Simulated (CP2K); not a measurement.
Consider 5-fluoropyrimidine at its PBE geometry (Å).

```xyz
10

F    -2.4316    0.0977    0.2626
C    -1.0803    0.0410    0.1133
C    -0.3362    1.2140    0.0395
N     0.9986    1.1681   -0.0999
C     1.5443   -0.0598   -0.1602
N     0.9066   -1.2421   -0.1010
C    -0.4288   -1.1858    0.0372
H    -0.8185    2.1929    0.0916
H     2.6298   -0.1006   -0.2698
H    -0.9839   -2.1253    0.0868
```

Method: CP2K XAS_TDP, all-electron GAPW, PBEh(45%), aug-cc-pVDZ, TDA, no relativity.

**Question.** Where do the F K-edge lines lie, and how strong are they?

Leading lines: F1 683.67 eV. The leading line of an atom is its first one with 35 % of the strongest within 2.5 eV of its lowest line over the strength cut. 

The first six lines of each atom with a strength over 0.0015:

```csv
atom,energy (eV),states,"strength, one atom"
F1 (bonded to C),683.49,1,0.0072
,683.67,1,0.0313
,685.15,1,0.0060
,685.88,1,0.0019
,686.39,1,0.0026
,686.96,1,0.0036
```

Lines are vertical, at one geometry, with no vibrational structure. Without a correction of the core level, line positions, and the gaps between valence and Rydberg lines, follow the share of exact exchange. These values hold no scalar relativity, about 0.7 eV for F 1s. Rydberg lines, and the discretised continuum above threshold, depend on the basis and the box.

[Banner, clock and machine lines of the logs are left out without a mark of their own.]

[Logs are printed without paths, hosts, clocks, repeated set-up lines and the standing remarks that a program may print on its own settings, such as how far it seeks lower states.]

[Hosts, paths, dates, database ids (printed as entryN), source tags and the programs' standing remarks are cut or masked in the printed files.]
